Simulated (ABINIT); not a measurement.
## Quasiparticle gap of Cs2AgSbBr6 (Fm-3m) in ABINIT

Aim: the G0W0 gap of Cs2AgSbBr6 (Fm-3m) on PBEsol, step by step.

Program: ABINIT 10.8.3. Level of theory: PBEsol and many-body steps on it, plane waves. Results are calculated unless marked as measured.

**Experimental background.**

- Gap 2.18 eV: indirect optical gap from Tauc plot; photothermal deflection spectroscopy; film (solution-processed film on quartz, about 200 nm thick) (“Bandgap Lowering in Mixed Alloys of Cs2Ag(SbxBi1-x)Br6 Double Perovskite Thin Films”, 2020, arxiv:2007.00388).

## (1) The starting structure

Symmetry: Fm-3m, No. 225, cubic system. Conventional cell: a = 11.379 Å, b = 11.379 Å, c = 11.379 Å, α = 90.00°, β = 90.00°, γ = 90.00°. Cs has 12 Br at 4.02 Å nearest. Ag has 6 Br at 2.86 Å nearest. Sb has 6 Br at 2.83 Å nearest. Br has 1 Sb at 2.83 Å and 1 Ag at 2.86 Å and 4 Cs at 4.02 Å nearest. Farther neighbours and most contacts between anions are not listed.

The cell and positions are those that the Materials Project relaxed with its own functionals (PBE, PBE+U or r2SCAN), kept fixed. Spin-orbit coupling is left out unless a step names it.

## (2) Ground state

This step: ABINIT 10.8.3; DFT, PBEsol, plane waves, norm-conserving pseudopotentials.

The ground-state density comes first.

Input file run.abi:

```
acell 3*1.0 Angstrom
rprim 
  0.000000000000 5.689253000000 5.689253000000
  5.689253000000 0.000000000000 5.689253000000
  5.689253000000 5.689253000000 0.000000000000
ntypat 4
znucl 55 47 51 35
natom 10
typat 1 1 2 3 4 4 4 4 4 4
xred 
  0.750000000000 0.750000000000 0.750000000000
  0.250000000000 0.250000000000 0.250000000000
  0.500000000000 0.500000000000 0.500000000000
  0.000000000000 0.000000000000 0.000000000000
  0.751554000000 0.248446000000 0.248446000000
  0.248446000000 0.248446000000 0.751554000000
  0.248446000000 0.751554000000 0.751554000000
  0.248446000000 0.751554000000 0.248446000000
  0.751554000000 0.248446000000 0.751554000000
  0.751554000000 0.751554000000 0.248446000000
pp_dirpath "pseudos"
pseudos "Cs.upf, Ag.upf, Sb.upf, Br.upf"
ecut 40
ngkpt 4 4 4
nshiftk 1
shiftk 0 0 0
kptopt 1
chksymbreak 0
nband 90
occopt 1
tolvrs 1e-08
nstep 60
prtwf 0
optforces 0
optstress 0
indata_prefix "in"
outdata_prefix "out"
tmpdata_prefix "tmp"
```

Command:

```
OMP_NUM_THREADS=1 mpirun -n 4 abinit run.abi > log
```

Numbers of over 12 decimals in the logs are rounded to 6 here.

What it wrote:

```text
.Version 10.8.3 of ABINIT. v10.8.2 released Aug 2026.

 Symmetries : space group Fm -3 m (#225); Bravais cF (face-center cubic)
================================================================================
 Values of the parameters that define the memory need of the present run
     intxc =       0    ionmov =       0      iscf =       7    lmnmax =       8
     lnmax =       8     mgfft =      90  mpssoang =       4    mqgrid =    3535
     natom =      10  nloc_mem =       1    nspden =       1   nspinor =       1
    nsppol =       1      nsym =      48    n1xccc =    2501    ntypat =       4
    occopt =       1   xclevel =       2
-    mband =          90        mffmem =           1         mkmem =           2
       mpw =       30050          nfft =      729000          nkpt =           8
================================================================================
  Rough estimation (10% accuracy) of disk space for files :
================================================================================

--------------------------------------------------------------------------------
------------- Echo of variables that govern the present computation ------------
--------------------------------------------------------------------------------
 -outvars: echo values of preprocessed input variables --------
            acell      1.8897261259E+00  1.8897261259E+00  1.8897261259E+00 Bohr

      chksymbreak           0
             ecut      4.00000000E+01 Hartree
-          fftalg         312

              ixc     -116133
              kpt      0.00000000E+00  0.00000000E+00  0.00000000E+00
                       2.50000000E-01  0.00000000E+00  0.00000000E+00
                       5.00000000E-01  0.00000000E+00  0.00000000E+00
                       2.50000000E-01  2.50000000E-01  0.00000000E+00
                       5.00000000E-01  2.50000000E-01  0.00000000E+00
                      -2.50000000E-01  2.50000000E-01  0.00000000E+00
                       5.00000000E-01  5.00000000E-01  0.00000000E+00
                      -2.50000000E-01  5.00000000E-01  2.50000000E-01
         kptrlatt        4    0    0      0    4    0      0    0    4
          kptrlen      6.08175756E+01
P           mkmem           2
            natom          10
            nband          90
            ngfft          90      90      90
             nkpt           8
            nstep          60
             nsym          48
           ntypat           4
              occ      2.000000  2.000000  2.000000  2.000000  2.000000  2.000000
                       2.000000  2.000000  2.000000  2.000000  2.000000  2.000000
                       2.000000  2.000000  2.000000  2.000000  2.000000  2.000000
                       2.000000  2.000000  2.000000  2.000000  2.000000  2.000000
                       2.000000  2.000000  2.000000  2.000000  2.000000  2.000000
                       2.000000  2.000000  2.000000  2.000000  2.000000  2.000000
                       2.000000  2.000000  2.000000  2.000000  2.000000  2.000000
                       2.000000  2.000000  2.000000  2.000000  2.000000  2.000000
                       2.000000  2.000000  2.000000  2.000000  2.000000  2.000000
                       2.000000  2.000000  2.000000  2.000000  2.000000  2.000000
                       2.000000  2.000000  2.000000  2.000000  2.000000  2.000000
                       2.000000  2.000000  2.000000  2.000000  2.000000  2.000000
                       2.000000  2.000000  2.000000  2.000000  2.000000  2.000000
                       2.000000  2.000000  2.000000  0.000000  0.000000  0.000000
                       0.000000  0.000000  0.000000  0.000000  0.000000  0.000000
        optforces           0
        optstress           0
            prtwf           0
            rprim      0.0000000000E+00  5.6892530000E+00  5.6892530000E+00
                       5.6892530000E+00  0.0000000000E+00  5.6892530000E+00
                       5.6892530000E+00  5.6892530000E+00  0.0000000000E+00
          spgroup         225

           tolvrs      1.00000000E-08

             xred      7.5000000000E-01  7.5000000000E-01  7.5000000000E-01
                       2.5000000000E-01  2.5000000000E-01  2.5000000000E-01
[...]
znucl       55.00000   47.00000   51.00000   35.00000

================================================================================

 chkinp: Checking input parameters for consistency.

================================================================================
== DATASET  1 ==================================================================
-   mpi_nproc: 4, omp_nthreads: 1 (-1 if OMP is not activated)

--- !DatasetInfo
iteration_state: {dtset: 1, }
dimensions: {natom: 10, nkpt: 8, mband: 90, nsppol: 1, nspinor: 1, nspden: 1, mpw: 30050, }
cutoff_energies: {ecut:  40.0, pawecutdg:  -1.0, }
electrons: {nelect:   1.62000000E+02, charge:   0.00000000E+00, occopt:   1.00000000E+00, tsmear:   1.00000000E-02, }

 Real(R)+Recip(G) space primitive vectors, cartesian coordinates (Bohr,Bohr^-1):
 R(1)=  0.0000000 10.7511300 10.7511300  G(1)= -0.0465067  0.0465067  0.0465067
 R(2)= 10.7511300  0.0000000 10.7511300  G(2)=  0.0465067 -0.0465067  0.0465067
 R(3)= 10.7511300 10.7511300  0.0000000  G(3)=  0.0465067  0.0465067 -0.0465067
 Unit cell volume ucvol=  2.4853774E+03 bohr^3
[...]
ETOT  1  -1249.0274532162    -1.249E+03 1.964E+00 1.283E+05
 ETOT  2  -1257.4310496563    -8.404E+00 1.984E-01 1.615E+05
 ETOT  3  -1265.0657803237    -7.635E+00 4.504E-02 2.930E+04
 ETOT  4  -1265.9922966559    -9.265E-01 9.295E-03 1.140E+04
 ETOT  5  -1266.3089553937    -3.167E-01 1.333E-02 4.102E+03
 ETOT  6  -1266.4371038417    -1.281E-01 6.739E-03 1.327E+03
 ETOT  7  -1266.4738884070    -3.678E-02 3.561E-03 4.242E+02
 ETOT  8  -1266.4929095615    -1.902E-02 4.087E-03 1.433E+01
 ETOT  9  -1266.4930084607    -9.890E-05 1.612E-03 8.252E+00
 ETOT 10  -1266.4934417598    -4.333E-04 7.962E-04 1.381E-02
 ETOT 11  -1266.4934429032    -1.143E-06 5.373E-04 6.049E-04
 ETOT 12  -1266.4934430033    -1.001E-07 5.176E-04 1.461E-05
 ETOT 13  -1266.4934430062    -2.868E-09 3.797E-04 2.537E-05
 ETOT 14  -1266.4934430089    -2.702E-09 2.825E-04 5.653E-06
 ETOT 15  -1266.4934430096    -6.994E-10 1.565E-04 2.271E-07
 ETOT 16  -1266.4934430095     6.753E-11 1.048E-04 1.620E-08
 ETOT 17  -1266.4934430094     1.749E-10 5.267E-05 6.906E-09

 At SCF step   17       vres2   =  6.91E-09 < tolvrs=  1.00E-08 =>converged.

--- !ResultsGS
iteration_state: {dtset: 1, }
comment   : Summary of ground state results
lattice_vectors:
- [  0.0000000,  10.7511300,  10.7511300, ]
- [ 10.7511300,   0.0000000,  10.7511300, ]
- [ 10.7511300,  10.7511300,   0.0000000, ]
lattice_lengths: [  15.20439,   15.20439,   15.20439, ]
lattice_angles: [ 60.000,  60.000,  60.000, ] # degrees, (23, 13, 12)
lattice_volume:   2.4853774E+03
convergence: {deltae:  1.749E-10, res2:  6.906E-09, residm:  5.267E-05, diffor:  0.000E+00, }
etotal    :  -1.26649344E+03
entropy   :   0.00000000E+00
fermie    :   7.21535827E-02
cartesian_stress_tensor: null
pressure_GPa: null
xred      :
- [  7.5000E-01,   7.5000E-01,   7.5000E-01, Cs]
- [  2.5000E-01,   2.5000E-01,   2.5000E-01, Cs]
- [  5.0000E-01,   5.0000E-01,   5.0000E-01, Ag]
- [  0.0000E+00,   0.0000E+00,   0.0000E+00, Sb]
- [  7.5155E-01,   2.4845E-01,   2.4845E-01, Br]
- [  2.4845E-01,   2.4845E-01,   7.5155E-01, Br]
- [  2.4845E-01,   7.5155E-01,   7.5155E-01, Br]
- [  2.4845E-01,   7.5155E-01,   2.4845E-01, Br]
- [  7.5155E-01,   2.4845E-01,   7.5155E-01, Br]
- [  7.5155E-01,   7.5155E-01,   2.4845E-01, Br]
cartesian_forces: null
force_length_stats: {min: null, max: null, mean: null, }

 Integrated electronic density in atomic spheres:
 ------------------------------------------------
 Atom  Sphere_radius  Integrated_density
[...]
================================================================================

 ----iterations are completed or convergence reached----

 Mean square residual over all n,k,spin=   19.939E-08; max=  52.671E-06
 reduced coordinates (array xred) for   10 atoms
[...]
0.248446000000      0.248446000000      0.751554000000
       0.248446000000      0.751554000000      0.751554000000
       0.248446000000      0.751554000000      0.248446000000
       0.751554000000      0.248446000000      0.751554000000
       0.751554000000      0.751554000000      0.248446000000
 rms dE/dt=  0.0000E+00; max dE/dt=  0.0000E+00; dE/dt below (all hartree)
    1       0.000000000000      0.000000000000      0.000000000000
    2       0.000000000000      0.000000000000      0.000000000000
    3       0.000000000000      0.000000000000      0.000000000000
    4       0.000000000000      0.000000000000      0.000000000000
    5       0.000000000000      0.000000000000      0.000000000000
    6       0.000000000000      0.000000000000      0.000000000000
    7       0.000000000000      0.000000000000      0.000000000000
    8       0.000000000000      0.000000000000      0.000000000000
    9       0.000000000000      0.000000000000      0.000000000000
   10       0.000000000000      0.000000000000      0.000000000000

 cartesian coordinates (angstrom) at end:
[...]
6      5.689253     5.689253     2.826944
    7      8.551562     5.689253     5.689253
    8      5.689253     2.826944     5.689253
    9      5.689253     8.551562     5.689253
   10      5.689253     5.689253     8.551562
 length scales=  1.889726125908  1.889726125908  1.889726125908 bohr
              =  1.000000000000  1.000000000000  1.000000000000 angstroms
 prteigrs : about to open file out_EIG
 Fermi (or HOMO) energy (hartree) =   0.07215   Average Vxc (hartree)=  -0.31366
 Eigenvalues (hartree) for nkpt=   8  k points:
 kpt#   1, nband= 90, wtk=  0.01563, kpt=  0.0000  0.0000  0.0000 (reduced coord)
  -5.24614   -3.51902   -3.51902   -3.51902   -3.24974   -2.14563   -2.14563   -2.14563
  -2.14563   -2.14563   -2.14563   -2.14352   -2.14352   -2.14352   -2.14352   -2.14352
  -2.14352   -2.14352   -2.14352   -2.14352   -2.14351   -2.14351   -2.14351   -2.13745
  -2.13745   -2.13745   -2.13745   -2.13745   -2.13745   -2.13743   -2.13743   -2.13743
  -2.13743   -2.13743   -2.13743   -1.90976   -1.90976   -1.90976   -1.01270   -1.01270
  -1.01251   -1.01251   -1.01251   -0.69348   -0.69329   -0.46719   -0.44961   -0.44961
  -0.44961   -0.44359   -0.44359   -0.26536   -0.21030   -0.21030   -0.21030   -0.20821
  -0.20821   -0.20821   -0.08614   -0.08614   -0.08614   -0.06743   -0.06743   -0.04938
  -0.04938   -0.04938   -0.02796   -0.00837   -0.00837   -0.00837    0.00515    0.00515
   0.00515    0.01145    0.01145    0.01145    0.02629    0.02629    0.02629    0.03699
   0.03699    0.14148    0.14148    0.14148    0.19657    0.23551    0.23551    0.24422
   0.25659    0.26493
 prteigrs : prtvol=0 or 1, do not print more k-points.

--- !EnergyTerms
iteration_state     : {dtset: 1, }
comment             : Components of total free energy in Hartree
kinetic             :  6.24292424638744E+02
hartree             :  4.86333668446250E+02
xc                  : -2.03321609993708E+02
Ewald energy        : -5.57781078069507E+02
psp_core            :  1.88420763579303E+01
local_psp           : -1.29896216981409E+03
non_local_psp       : -3.35896754574977E+02
total_energy        : -1.26649344300936E+03
total_energy_eV     : -3.44630422557300E+04
band_energy         : -2.00292392701459E+02

== END DATASET(S) ==============================================================
================================================================================

 -outvars: echo values of variables after computation  --------
           etotal     -1.2664934430E+03
            nband          90
             nkpt           8
          spgroup         225
 [... the other variables as echoed above ...]

 Calculation completed.
```

The job ended after 10 min (4 MPI ranks of Arm Neoverse V2, shared host; peak memory 1.5 GiB).

Numbers from this step:

```yaml
total_energy: -34463.0423 eV
gap: 0.8123 eV
k_of_the_valence_top: 0.5, 0.5, 0
k_of_the_conduction_bottom: 0.5, 0, 0
least_direct_gap: 1.965 eV
```

The gap is indirect, with the least direct gap 1.15 eV higher.

(Continued in part 2 of 3.)

[Paths, hosts, dates, memory and timing lines, banners, echoed tables and standing remarks are left out of the program output.]

[Logs are printed without paths, hosts, clocks, repeated set-up lines and the standing remarks that a program may print on its own settings, such as how far it seeks lower states.]

[Runs of the session that timed out or met a known fault of the program may be left out.]

[Hosts, paths, dates, database ids (printed as entryN), source tags and the programs' standing remarks are cut or masked in the printed files.]

[G0W0 gaps are taken among the corrected bands and points alone; a level outside them can change the order at an edge.]

[Where Ansatz stands beside ABINIT at settings called matched, ABINIT's density can come from a denser mesh and the files from another edition; pairs whose starting gaps differed by over 0.03 eV were left out, so agreement reads better than it is.]
